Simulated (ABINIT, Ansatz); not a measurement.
**CsH (Pm-3m): the LO frequency by hand**

Aim: work out the LO frequency and the static dielectric constant of CsH (Pm-3m) from one linear-response run, then check them.

Method: DFT LDA, scalar-relativistic, plane waves, PseudoDojo norm-conserving pseudopotentials, in ABINIT 10.8.3.

### Step 1. Set-up

It takes space group Pm-3m (No. 221, cubic). The conventional cell has a = 3.637 Å, b = 3.637 Å, c = 3.637 Å, α = 90.00°, β = 90.00°, γ = 90.00°. Cs has 8 H at 3.15 Å nearest. Nearest to H lie 8 Cs at 3.15 Å. Farther neighbours are not listed.

This is the cell after its relaxation at this level of theory, not the database cell from which that began.

### Step 2. What the response run gave

A linear-response run on the relaxed cell, with the response to an electric field; only its zone-centre results are used. Cutoff 31 Ha, k mesh 6×6×6 with shifts.

Numbers of over 12 decimals in the logs are rounded to 6 here.

Log:

```text
[banners, grids, parts of the stress and lines that vanish by symmetry left out]
- input  file    -> dfpt_gamma.abi
- output file    -> dfpt_gamma.abo
- root for input  files -> dfpt_gammai
[...]
DATASET    1 : space group Pm -3 m (#221); Bravais cP (primitive cubic)
[...]
nfft =       46656          nkpt =         108
[...]
DATASET    2 : space group Pm -3 m (#221); Bravais cP (primitive cubic)
[...]
nfft =       46656          nkpt =         108
[...]
== DATASET  1 ==================================================================
[...]
cutoff_energies: {ecut:  31.0, pawecutdg:  -1.0, }
[...]
-  1.00000   1.00000  180309                  znucl, zion, pspdat
[...]
Perturbation : derivative vs k along direction   1
[...]
-ETOT  1  -9.503589     -9.504E+00 1.620E-02 0.000E+00
 ETOT  2  -9.509146     -5.557E-03 5.718E-04 0.000E+00
 ETOT  3  -9.509273     -1.270E-04 1.423E-05 0.000E+00
 ETOT  4  -9.509278     -4.625E-06 8.430E-07 0.000E+00
 ETOT  5  -9.509278     -2.271E-07 6.800E-08 0.000E+00
[...]
At SCF step   17   max residual=  9.97E-21 < tolwfr=  1.00E-20 =>converged.
[...]
Perturbation : derivative vs k along direction   2
[...]
-ETOT  1  -9.503703     -9.504E+00 1.620E-02 0.000E+00
[...]
At SCF step   17   max residual=  9.97E-21 < tolwfr=  1.00E-20 =>converged.
[...]
Perturbation : derivative vs k along direction   3
[...]
-ETOT  1  -9.503589     -9.504E+00 1.620E-02 0.000E+00
[...]
At SCF step   17   max residual=  9.97E-21 < tolwfr=  1.00E-20 =>converged.
[...]
1        1       1.3270494154   -0.0000000000
     1        2       0.0000000000    0.0000000000
     1        3       0.0000000000    0.0000000000
     2        1       0.0000000000    0.0000000000
     2        2       1.3270494154    0.0000000000
     2        3       0.0000000000    0.0000000000
     3        1       0.0000000000    0.0000000000
     3        2       0.0000000000    0.0000000000
     3        3       1.3270494154   -0.0000000000
[...]
== DATASET  2 ==================================================================
[...]
cutoff_energies: {ecut:  31.0, pawecutdg:  -1.0, }
[...]
Perturbation : displacement of atom   1   along direction   1
[...]
-ETOT  1  0.503099     -4.340E+02 2.214E+00 4.123E+01
[...]
At SCF step   10       vres2   =  1.72E-11 < tolvrs=  1.00E-10 =>converged.
[...]
Perturbation : displacement of atom   2   along direction   1
[...]
At SCF step   10       vres2   =  9.82E-13 < tolvrs=  1.00E-10 =>converged.
[...]
-ETOT  1  0.439568     -7.661E+00 3.976E-01 7.020E+02
[...]
ETOT  9  0.113929     -2.456E-11 2.371E-12 1.813E-10
 ETOT 10  0.113929     -1.799E-12 2.905E-13 9.445E-13
 At SCF step   10       vres2   =  9.45E-13 < tolvrs=  1.00E-10 =>converged.
[...]
Dielectric tensor, in cartesian coordinates,
[...]
1    4   1    4         4.2008165561        -0.0000000000
   1    4   2    4        -0.0000000000        -0.0000000000
   1    4   3    4        -0.0000000000        -0.0000000000
   2    4   1    4        -0.0000000000        -0.0000000000
   2    4   2    4         4.2008165561        -0.0000000000
   2    4   3    4        -0.0000000000        -0.0000000000
   3    4   1    4        -0.0000000000        -0.0000000000
   3    4   2    4        -0.0000000000        -0.0000000000
   3    4   3    4         4.2008165561        -0.0000000000
  Effective charges, in cartesian coordinates,
[...]
1    1   1    4         1.1615707867         0.0000000000
   2    1   1    4         0.0000000000         0.0000000000
   3    1   1    4         0.0000000000         0.0000000000
   1    2   1    4        -1.1616121332         0.0000000000
   2    2   1    4         0.0000000000         0.0000000000
[...]
Effective charges, in cartesian coordinates,
[...]
Rigid-atom elastic tensor , in cartesian coordinates,
[...]
Rigid-atom proper piezoelectric tensor, in cartesian coordinates,
[...]
2    4   2    6         0.0000000000         0.0000000000
   2    4   3    6         0.0000000000         0.0000000000
   3    4   1    5         0.0000000000         0.0000000000
   3    4   2    5         0.0000000000         0.0000000000
   3    4   3    5         0.0000000000         0.0000000000
   3    4   1    6         0.0000000000         0.0000000000
   3    4   2    6         0.0000000000         0.0000000000
   3    4   3    6         0.0000000000         0.0000000000
  Phonon wavevector (reduced coordinates) :  0.00000  0.00000  0.00000
 Phonon energies in Hartree :
[...]
Phonon frequencies in cm-1    :
-  6.986989E-02  6.987052E-02  6.987240E-02  4.174332E+02  4.174332E+02
-  4.174332E+02
  Phonon at Gamma, with non-analyticity in the
[...]
Phonon energies in Hartree :
[...]
Phonon frequencies in cm-1    :
-  6.986989E-02  6.987052E-02  6.987865E-02  4.174332E+02  4.174332E+02
-  7.090622E+02
  Phonon at Gamma, with non-analyticity in the
[...]
Phonon energies in Hartree :
[...]
Phonon frequencies in cm-1    :
-  6.986989E-02  6.987240E-02  6.987677E-02  4.174332E+02  4.174332E+02
-  7.090622E+02
  Phonon at Gamma, with non-analyticity in the
[...]
Phonon energies in Hartree :
[...]
Phonon frequencies in cm-1    :
-  6.987052E-02  6.987240E-02  6.987614E-02  4.174332E+02  4.174332E+02
-  7.090622E+02
[...]
fcart2     0.0000000000E+00  0.0000000000E+00  0.0000000000E+00
           strten2     0.0000000000E+00  0.0000000000E+00  0.0000000000E+00
================================================================================
```

```tsv
quantity	value
cell volume Ω (Å³)	48.095
mass of Cs (u)	132.905
mass of H (u)	1.008
Born charge of Cs, raw (e)	1.162
Born charge of H, raw (e)	-1.162
ε∞	4.201
ω(TO) after the sum rule (cm⁻¹)	417.4
```

### Step 3. The calculation

The charges must sum to zero over the cell; taking off their mean, 0.000 e, leaves Z* = 1.162 e on Cs. In the polar mode Cs moves against H, so the reduced mass is μ = 132.91 × 1.01 / 133.91 = 1.000 u.

A longitudinal wave builds up a field that adds to the restoring force: ω(LO)² = ω(TO)² + 4π Z*² / (μ Ω ε∞), in Hartree atomic units. With μ = 1824 electron masses and Ω = 324.56 bohr³ the second term is 6.8196e-06 Ha², or 328494 cm⁻² (1 Ha = 219474.6 cm⁻¹).

So ω(LO) = √(174248 + 328494) = 709.0 cm⁻¹, and by the Lyddane-Sachs-Teller relation ε₀ = ε∞ (ω(LO)/ω(TO))² = 12.12.

### Step 4. Check against the program

The analysis program adds the same non-analytic term to the full matrix.

Log:

```text
[banners, grids, parts of the stress and lines that vanish by symmetry left out]
-outvars_anaddb: echo values of input variables ----------------------

 Flags :
[...]
Dielectric Tensor and Effective Charges
[...]
Effective charge tensors after
[...]
Phonon wavevector (reduced coordinates) :  0.00000  0.00000  0.00000
 Phonon energies in Hartree :
[...]
Phonon energies in meV     :
-  0.000000E+00  0.000000E+00  0.000000E+00  5.175507E+01  5.175507E+01
-  5.175507E+01
 Phonon frequencies in cm-1    :
-  0.000000E+00  0.000000E+00  0.000000E+00  4.174328E+02  4.174328E+02
-  4.174328E+02
 Phonon frequencies in Thz     :
-  0.000000E+00  0.000000E+00  0.000000E+00  1.251432E+01  1.251432E+01
-  1.251432E+01
 Phonon energies in Kelvin  :
-  0.000000E+00  0.000000E+00  0.000000E+00  6.005926E+02  6.005926E+02
-  6.005926E+02
[...]
-  1  0.00000000E+00  0.00000000E+00  2.02398824E-03
-     0.00000000E+00  0.00000000E+00  0.00000000E+00
-  2  0.00000000E+00  0.00000000E+00  2.02398517E-03
-     0.00000000E+00  0.00000000E+00  0.00000000E+00
[...]
-  1  0.00000000E+00 -2.02398824E-03  0.00000000E+00
-     0.00000000E+00  0.00000000E+00  0.00000000E+00
-  2  0.00000000E+00 -2.02398517E-03  0.00000000E+00
-     0.00000000E+00  0.00000000E+00  0.00000000E+00
[...]
-  1  2.02398824E-03  0.00000000E+00  0.00000000E+00
-     0.00000000E+00  0.00000000E+00  0.00000000E+00
-  2  2.02398517E-03  0.00000000E+00  0.00000000E+00
-     0.00000000E+00  0.00000000E+00  0.00000000E+00
[...]
-  1  0.00000000E+00  0.00000000E+00  1.76259813E-04
-     0.00000000E+00  0.00000000E+00  0.00000000E+00
-  2  0.00000000E+00  0.00000000E+00 -2.32413851E-02
-     0.00000000E+00  0.00000000E+00  0.00000000E+00
[...]
-  1  0.00000000E+00  1.76259813E-04  0.00000000E+00
-     0.00000000E+00  0.00000000E+00  0.00000000E+00
-  2  0.00000000E+00 -2.32413851E-02  0.00000000E+00
-     0.00000000E+00  0.00000000E+00  0.00000000E+00
[...]
-  1  1.76259813E-04  0.00000000E+00  0.00000000E+00
-     0.00000000E+00  0.00000000E+00  0.00000000E+00
-  2 -2.32413851E-02  0.00000000E+00  0.00000000E+00
-     0.00000000E+00  0.00000000E+00  0.00000000E+00
[...]
-     1         -0.000000     0.000000     0.000001     0.000001
-     2          0.000000    -0.000001     0.000000     0.000001
-     3          0.000001     0.000000    -0.000000     0.000001
-     4         -0.000000     0.000000     1.170367     1.170367
-     5         -0.000000     1.170367    -0.000000     1.170367
-     6          1.170367     0.000000     0.000000     1.170367
[...]
-   1     Real    0.0000E+00  0.0000E+00  0.0000E+00  0.0000E+00  0.0000E+00  0.0000E+00  0.0000E+00
[...]
-  2.125690E+01
 Phonon energies in Kelvin  :
-  0.000000E+00  0.000000E+00  0.000000E+00  6.005926E+02  6.005926E+02
-  1.020170E+03
[...]
-  1  0.00000000E+00  0.00000000E+00  2.02398824E-03
-     0.00000000E+00  0.00000000E+00  0.00000000E+00
-  2  0.00000000E+00  0.00000000E+00  2.02398517E-03
-     0.00000000E+00  0.00000000E+00  0.00000000E+00
[...]
Phonon at Gamma, with non-analyticity in the
[...]
Phonon energies in Hartree :
[...]
Phonon energies in meV     :
-  0.000000E+00  0.000000E+00  0.000000E+00  5.175507E+01  5.175507E+01
-  8.791147E+01
 Phonon frequencies in cm-1    :
-  0.000000E+00  0.000000E+00  0.000000E+00  4.174328E+02  4.174328E+02
-  7.090538E+02
 Phonon frequencies in Thz     :
-  0.000000E+00  0.000000E+00  0.000000E+00  1.251432E+01  1.251432E+01
-  2.125690E+01
 Phonon energies in Kelvin  :
-  0.000000E+00  0.000000E+00  0.000000E+00  6.005926E+02  6.005926E+02
-  1.020170E+03
[...]
Phonon at Gamma, with non-analyticity in the
[...]
Phonon energies in Hartree :
[...]
Phonon energies in meV     :
-  0.000000E+00  0.000000E+00  0.000000E+00  5.175507E+01  5.175507E+01
-  8.791147E+01
 Phonon frequencies in cm-1    :
-  0.000000E+00  0.000000E+00  0.000000E+00  4.174328E+02  4.174328E+02
-  7.090538E+02
 Phonon frequencies in Thz     :
-  0.000000E+00  0.000000E+00  0.000000E+00  1.251432E+01  1.251432E+01
-  2.125690E+01
 Phonon energies in Kelvin  :
-  0.000000E+00  0.000000E+00  0.000000E+00  6.005926E+02  6.005926E+02
-  1.020170E+03
[...]
-  1  5.01965929E-06 -2.02392727E-03 -1.48859357E-05
-     0.00000000E+00  0.00000000E+00  0.00000000E+00
-  2  5.01898069E-06 -2.02392487E-03 -1.48865841E-05
-     0.00000000E+00  0.00000000E+00  0.00000000E+00
[...]
-  1  2.02397862E-03  4.99224894E-06  3.74271298E-06
-     0.00000000E+00  0.00000000E+00  0.00000000E+00
-  2  2.02397622E-03  4.99291202E-06  3.74337795E-06
-     0.00000000E+00  0.00000000E+00  0.00000000E+00
[...]
-  1  2.95290200E-05  1.07218229E-04 -1.36747249E-04
-     0.00000000E+00  0.00000000E+00  0.00000000E+00
-  2 -3.89365740E-03 -1.41376534E-02  1.80313108E-02
-     0.00000000E+00  0.00000000E+00  0.00000000E+00
[...]
-  1  1.40853534E-04 -9.59996484E-05 -4.48538855E-05
-     0.00000000E+00  0.00000000E+00  0.00000000E+00
-  2 -1.85727601E-02  1.26583863E-02  5.91437385E-03
-     0.00000000E+00  0.00000000E+00  0.00000000E+00
[...]
Direction                     Dielectric constant
[...]
Elastic Tensor (clamped ion) (unit:10^2GP):
[...]
Elastic Tensor (relaxed ion) (unit:10^2GP):
[...]
0.0000000   0.0000000   0.0000000  -0.0000000   9.6827939   0.0000000
  -0.0000000   0.0000000   0.0000000  -0.0000000   0.0000000   9.6827938
-
```

```tsv
quantity	by hand	program
ω(LO) (cm⁻¹)	709.0	709.0
ε₀	12.12	12.12
```

### Step 5. Outcome

```
TO mode                    : 417.4 cm⁻¹
LO mode                    : 709.0 cm⁻¹
static dielectric constant : 12.12
```

**Reading.** The LO mode of CsH (Pm-3m) lies at 709 cm⁻¹, 292 cm⁻¹ above the TO mode; the formula meets the program within 0.1 cm⁻¹, as it must for a cubic crystal with one polar mode. ω(LO)² − ω(TO)² goes with Z*²/ε∞: an error of 5 % in ε∞ would move the LO mode by 11.1 cm⁻¹, and semilocal functionals tend to overestimate ε∞. These are harmonic values at zero temperature, at the volume of this functional, for the structure held cubic; stability elsewhere in the zone is no part of this calculation.

[Host names and launcher messages were left out of these logs when they were recorded.]

[Logs are printed without paths, hosts, clocks, repeated set-up lines and the standing remarks that a program may print on its own settings, such as how far it seeks lower states.]

[Hosts, paths, dates, database ids (printed as entryN), source tags and the programs' standing remarks are cut or masked in the printed files.]
